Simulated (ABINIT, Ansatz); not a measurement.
# Quasiparticle gap of Rb2LiAlF6 (Fm-3m) in ABINIT, part 3 of 3

How does a plane-wave GW calculation on Rb2LiAlF6 (Fm-3m) run from the first input to the gap?

ABINIT 10.8.3; PBEsol and many-body steps on it, plane waves. Known limits of the many-body steps: not at the basis limit; no spin-orbit coupling; coarse k mesh.

So far. Step 4 (Empty states on the mesh, 2×2×2 mesh, 283 bands): On this mesh the gap is 7.106 eV. Step 5 (Screening, 2×2×2 mesh, 259 bands, screening to 176.9 eV): Local fields lower ε∞ by 9 %. On a Γ-centred mesh this coarse the value itself is usually too large, while a short band sum pulls it down.

## (6) Self-energy, 2×2×2 mesh, 259 bands, screening to 176.9 eV

The self-energy is evaluated for the states that the input lists, and the levels follow from it, in one-shot runs by the linearised quasiparticle equation.

This step: G0W0 on PBEsol, plane waves, norm-conserving pseudopotentials.

run.abi reads:

```
acell 3*1.0 Angstrom
rprim 
  0.000000000000 4.113943000000 4.113943000000
  4.113943000000 0.000000000000 4.113943000000
  4.113943000000 4.113943000000 -0.000000000000
ntypat 4
znucl 37 3 13 9
natom 10
typat 1 1 2 3 4 4 4 4 4 4
xred 
  0.750000000000 0.750000000000 0.750000000000
  0.250000000000 0.250000000000 0.250000000000
  0.500000000000 0.500000000000 0.500000000000
  0.000000000000 0.000000000000 0.000000000000
  0.774175000000 0.225825000000 0.225825000000
  0.225825000000 0.225825000000 0.774175000000
  0.225825000000 0.774175000000 0.774175000000
  0.225825000000 0.774175000000 0.225825000000
  0.774175000000 0.225825000000 0.774175000000
  0.774175000000 0.774175000000 0.225825000000
pp_dirpath "pseudos"
pseudos "Rb.upf, Li.upf, Al.upf, F.upf"
ecut 36
ngkpt 2 2 2
nshiftk 1
shiftk 0 0 0
kptopt 1
chksymbreak 0
istwfk *1
occopt 1
irdwfk 1
optdriver 4
nband 259
gwcalctyp 0
ecutsigx 36
symsigma 1
nkptgw 1
kptgw 
  0.0000000000 0.0000000000 0.0000000000
bdgw 
  31 37
ecuteps 6.5
irdscr 1
ppmodel 1
indata_prefix "in"
outdata_prefix "out"
tmpdata_prefix "tmp"
```

The run is started by

```sh
$ OMP_NUM_THREADS=1 mpirun -n 4 abinit run.abi > log
```

Numbers of over 12 decimals in the logs are rounded to 6 here.

Log:

```text
.Version 10.8.3 of ABINIT. v10.8.2 released Aug 2026.

 Symmetries : space group Fm -3 m (#225); Bravais cF (face-center cubic)
[... echo of the input left out ...]
== DATASET  1 ==================================================================
-   mpi_nproc: 4, omp_nthreads: 1 (-1 if OMP is not activated)

--- !DatasetInfo
iteration_state: {dtset: 1, }
dimensions: {natom: 10, nkpt: 3, mband: 259, nsppol: 1, nspinor: 1, nspden: 1, mpw: 9756, }
cutoff_energies: {ecut:  36.0, pawecutdg:  -1.0, }
electrons: {nelect:   6.60000000E+01, charge:   0.00000000E+00, occopt:   1.00000000E+00, tsmear:   1.00000000E-02, }

 SIGMA: Calculation of the GW corrections

 Based on a program developped by R.W. Godby, V. Olevano, G. Onida, and L. Reining.
 Incorporated in ABINIT by V. Olevano, G.-M. Rignanese, and M. Torrent.
.Using double precision arithmetic ; gwpc =  8

[... cell and pseudopotentials left out ...]
--------------------------------------------------------------------------------

 ==== K-mesh for the wavefunctions ====
 Number of points in the irreducible wedge :     3
[... list of points left out ...]
 Together with 48 symmetry operations and time-reversal symmetry
 yields     8 points in the full Brillouin Zone.

 ==== Q-mesh for screening function ====
 Number of points in the irreducible wedge :     3
[... list of points left out ...]
 Together with 48 symmetry operations and time-reversal symmetry
 yields     8 points in the full Brillouin Zone.

 vcoul_init : cutoff-mode = AUXILIARY_FUNCTION
 q-points for optical limit:   1
     1)      0.000010    0.000020    0.000030
 setmesh: FFT mesh size selected  =    60x   60x   60
          total number of points  =       216000

 Number of electrons calculated from density =   66.0000; Expected =   66.0000
 average of density, n =  0.070233
 r_s =    1.5036
 omega_plasma =   25.5639 [eV]

 === KS Band Gaps ===
  >>>> For spin  1
   Minimum direct gap =   7.1057 [eV], located at k-point      :   0.0000  0.0000  0.0000
   Fundamental gap    =   7.1057 [eV], Top of valence bands at :   0.0000  0.0000  0.0000
                                       Bottom of conduction at :   0.0000  0.0000  0.0000
 SIGMA fundamental parameters:
 PLASMON POLE MODEL  1
 number of plane-waves for SigmaX                 9721
 number of plane-waves for SigmaC and W            725
 number of plane-waves for wavefunctions          9721
 number of bands                                   259
 number of independent spin polarizations            1
 number of spinorial components                      1
 number of k-points in IBZ                           3
 number of q-points in IBZ                           3
 number of symmetry operations                      48
 number of k-points in BZ                            8
 number of q-points in BZ                            8
 number of frequencies for dSigma/dE                 9
 frequency step for dSigma/dE [eV]                0.25
 number of omega for Sigma on real axis              0
 max omega for Sigma on real axis  [eV]           0.00
 zcut for avoiding poles [eV]                     0.10

 EPSILON^-1 parameters (SCR file):
 dimension of the eps^-1 matrix on file            725
 dimension of the eps^-1 matrix used               725
 number of plane-waves for wavefunctions          9721
 number of bands                                   259
 number of q-points in IBZ                           3
 number of frequencies                               2
 number of real frequencies                          1
 number of imag frequencies                          1

 matrix elements of self-energy operator (all in [eV])

 Perturbative Calculation

--- !SelfEnergy_ee
iteration_state: {dtset: 1, }
kpoint     : [   0.000,    0.000,    0.000, ]
spin       : 1
KS_gap     :    7.106
QP_gap     :   10.781
Delta_QP_KS:    3.675
data: !SigmaeeData |
     Band     E0 <VxcDFT>   SigX SigC(E0)      Z dSigC/dE  Sig(E)    E-E0       E
       31  -0.981 -22.664 -30.111   5.009   0.819  -0.221 -24.661  -1.997  -2.978
       32  -0.981 -22.664 -30.111   5.009   0.819  -0.221 -24.661  -1.997  -2.978
       33  -0.981 -22.664 -30.111   5.009   0.819  -0.221 -24.661  -1.997  -2.978
       34   6.125 -10.242  -5.547  -2.817   0.893  -0.119  -8.564   1.678   7.803
       35   8.752  -9.683  -4.677  -2.860   0.896  -0.117  -7.761   1.923  10.675
       36   8.752  -9.683  -4.677  -2.860   0.896  -0.117  -7.761   1.923  10.675
       37   8.752  -9.683  -4.677  -2.860   0.896  -0.117  -7.761   1.923  10.675

== END DATASET(S) ==============================================================
================================================================================

 -outvars: echo values of variables after computation  --------
           etotal      0.0000000000E+00
            nband         259
             nkpt           3
          spgroup         225
 [... the other variables as echoed above ...]

 Calculation completed.
```

Wall time 39 s (4 MPI ranks of Arm Neoverse V1, shared host); peak memory 2.2 GiB.

Numbers from this step:

```yaml
g0w0_gap_on_the_points_computed: 10.78 eV
starting_gap_on_the_mesh: 7.106 eV
k_of_the_valence_top: 0, 0, 0
k_of_the_conduction_bottom: 0, 0, 0
z_at_the_valence_top: 0.819
z_at_the_conduction_bottom: 0.893
least_direct_g0w0_gap_on_the_computed_points: 10.78 eV
```

The gap on the mesh goes from 7.11 eV to 10.78 eV, a correction of +3.68 eV.

Limits: finite bands, cutoff and mesh; no spin-orbit coupling; coarse k mesh. v1 is the top filled band, c1 the lowest empty one. The levels before and after the correction (eV, zero at the valence-band top of each column):

|  | conduction bottom | valence top |
| --- | --- | --- |
| Kohn-Sham | 7.11 | 0.00 |
| G0W0 | 10.78 | 0.00 |

|  | level | energy (eV) |
| --- | --- | --- |
| Kohn-Sham | Γ v3-v1 | 0.000 |
| Kohn-Sham | Γ c1 | 7.106 |
| Kohn-Sham | Γ c2-c4 | 9.733 |
| G0W0 | Γ v3-v1 | 0.000 |
| G0W0 | Γ c1 | 10.781 |
| G0W0 | Γ c2-c4 | 13.653 |

## (7) Where the time went

Times are wall times on 4 MPI ranks of Arm Neoverse V1, shared host, good to a factor of about two.

| step | time | share | memory (GiB) |
| --- | --- | --- | --- |
| ground state | 54 s | 11 % | 0.49 |
| bands along the symmetry lines | 86 s | 18 % | 0.49 |
| empty states on the mesh | 3.2 min | 40 % | 0.49 |
| screening | 1.9 min | 24 % | 2.5 |
| self-energy | 39 s | 8 % | 2.2 |

## (8) Outcome

```yaml
pbesol_gap: 7.11 eV, direct
g0w0_gap_on_the_mesh: 10.78 eV
gw_settings: 2×2×2 mesh, 259 bands, screening to 176.9 eV, Godby-Needs plasmon pole
known_limits: not at the basis limit; no spin-orbit coupling; coarse k mesh
```

In words: G0W0 moves the gap on the mesh from 7.11 eV to 10.78 eV (+3.68 eV), with Z of 0.82 and 0.89 at the edges. Local fields lower the RPA ε∞ on this mesh from 2.29 to 2.09; a Γ-centred mesh this coarse tends to raise both, most where the direct gap is narrow, while a short band sum lowers them. Only 1 of the mesh's irreducible points was corrected, so a valley elsewhere could overtake. The dearest step here is «empty states on the mesh». Bands and cutoff are finite, so the gap is not at the basis limit. The miss can reach some tenths of an eV and take either sign; the mesh is an error of its own. In the G0W0 run levels were corrected at 1 k point alone, so a gap called «on the mesh» is the least over those, and an edge elsewhere would be missed. The 2×2×2 mesh is coarse for this cell, which bears on the long-range parts of exchange and screening. The many-body steps are scalar-relativistic: spin-orbit coupling is not in them.

[Paths, hosts, dates, memory and timing lines, banners, echoed tables and standing remarks are left out of the program output.]

[Logs are printed without paths, hosts, clocks, repeated set-up lines and the standing remarks that a program may print on its own settings, such as how far it seeks lower states.]

[Runs of the session that timed out or met a known fault of the program may be left out.]

[Hosts, paths, dates, database ids (printed as entryN), source tags and the programs' standing remarks are cut or masked in the printed files.]

[G0W0 gaps are taken among the corrected bands and points alone; a level outside them can change the order at an edge.]

[Where Ansatz stands beside ABINIT at settings called matched, ABINIT's density can come from a denser mesh and the files from another edition; pairs whose starting gaps differed by over 0.03 eV were left out, so agreement reads better than it is.]
